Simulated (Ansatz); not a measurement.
### Quasiparticle gap of SiBPC (zincblende [110] superlattice)

The cell holds 16 atoms: 4 B, 4 P, 4 Si and 4 C. Cell: a = 3.141 Å, b = 4.453 Å, c = 12.601 Å, α = 90.0°, β = 90.0°, γ = 90.0°. It derives from BP. Regions: BP, 8 atoms (4 B and 4 P); SiC, 8 atoms (4 Si and 4 C). The structure's axis is c.

| Property | Result |
| --- | --- |
| method | G0W0 on PBEsol, plane waves, PAW; PAW set soft_1 (and 1 further level or step) |
| program | Ansatz 0.2.0 |
| settings of one run | cutoff 420 eV, 4×4×2 k-mesh, PAW set soft 1, empty bands 341, screening cutoff 90 eV, screening contour deformation, QP bands (v4, c4), n 4, m 4 |
| cost | 2 runs, 6.7 min in all on 4 threads of Arm Neoverse V1, shared host (the runs of this entry) |
| notes | The program’s warnings: structure snapped to symmetry. The structure was relaxed with PBEsol. From 118 bands and 36 eV to 373 bands and 90 eV the gap moves by 1.150 − 0.871 = +0.279 eV; bands and screening cutoff rise together, so their parts are not told apart. Two runs can’t test a law of convergence, so the limit is not known. |
| PBEsol gap over mesh and path | 0.476 eV, from k = (0.000, 0.000, 0.500) to k = (-0.500, 0.000, 0.000) |
| G0W0@PBEsol gap over 9 of 18 irreducible mesh points | 1.150 eV, from k = (0.000, 0.000, -0.500) to k = (-0.500, 0.000, 0.000) |
| GW settings | 4×4×2 mesh, 341 empty bands, screening to 90 eV, PAW set soft_1 files |
| known limits | finite bands, screening cutoff and k mesh; no spin-orbit coupling in G0W0; screening cutoff under 40 eV in some runs |

Over 9 of 18 irreducible mesh points the G0W0 gap is 1.150 eV, from k = (0.000, 0.000, -0.500) to k = (-0.500, 0.000, 0.000). The PBEsol gap of this run on the mesh is 0.468 eV. The two states that bound the G0W0 gap lie that far apart at the start, so the correction of the gap is 1.150 − 0.468 = +0.682 eV. The valence state moves by 9.716 − 9.969 = −0.253 eV and the conduction state by 10.866 − 10.437 = +0.429 eV, on the run's own scale; with 118 bands the edge states move by +0.535 and +0.938 eV, so the split between the edges depends on the bands and cutoff.

**SiBPC (zincblende [110] superlattice): band gap by G0W0 on PBEsol**

The cell holds 12 atoms: 3 B, 3 P, 3 Si and 3 C. Cell: a = 3.143 Å, b = 4.463 Å, c = 9.472 Å, α = 90.0°, β = 90.0°, γ = 90.0°. It derives from BP. Regions: BP, 6 atoms (3 B and 3 P); SiC, 6 atoms (3 Si and 3 C). The structure's axis is c.

| Property | Result |
| --- | --- |
| method | G0W0 on PBEsol, plane waves, PAW; PAW set soft_1 (and 1 further level or step) |
| program | Ansatz 0.2.0 |
| settings of one run | cutoff 420 eV, 4×4×2 k-mesh, PAW set soft 1, empty bands 257, screening cutoff 90 eV, screening contour deformation, QP bands (v4, c4), n 3, m 3 |
| cost | 2 runs, 2.7 min in all on 4 threads of Arm Neoverse V1, shared host (the runs of this entry) |
| notes | The program’s warnings: structure snapped to symmetry. The structure was relaxed with PBEsol. From 89 bands and 36 eV to 281 bands and 90 eV the gap moves by 1.126 − 0.860 = +0.266 eV; bands and screening cutoff rise together, so their parts are not told apart. Two runs can’t test a law of convergence, so the limit is not known. |
| PBEsol gap over mesh and path | 0.452 eV, from k = (0.000, 0.000, 0.500) to k = (-0.500, 0.000, 0.500) |
| G0W0@PBEsol gap over 8 of 18 irreducible mesh points | 1.126 eV, from k = (0.000, 0.000, -0.500) to k = (-0.500, 0.000, -0.500) |
| GW settings | 4×4×2 mesh, 257 empty bands, screening to 90 eV, PAW set soft_1 files |
| known limits | finite bands, screening cutoff and k mesh; no spin-orbit coupling in G0W0; screening cutoff under 40 eV in some runs |

Over 8 of 18 irreducible mesh points the G0W0 gap is 1.126 eV, from k = (0.000, 0.000, -0.500) to k = (-0.500, 0.000, -0.500). The PBEsol gap of this run on the mesh is 0.444 eV. The two states that bound the G0W0 gap lie that far apart at the start, so the correction of the gap is 1.126 − 0.444 = +0.682 eV. The valence state moves by 9.566 − 9.822 = −0.256 eV and the conduction state by 10.692 − 10.265 = +0.427 eV, on the run's own scale; with 89 bands the edge states move by +0.524 and +0.940 eV, so the split between the edges depends on the bands and cutoff.

[Runs of the session that timed out or met a known fault of the program may be left out.]

[Cells called generated may have been cut or substituted from an entry of the Crystallography Open Database or the Materials Project.]

[Hosts, paths, dates, database ids (printed as entryN), source tags and the programs' standing remarks are cut or masked in the printed files.]
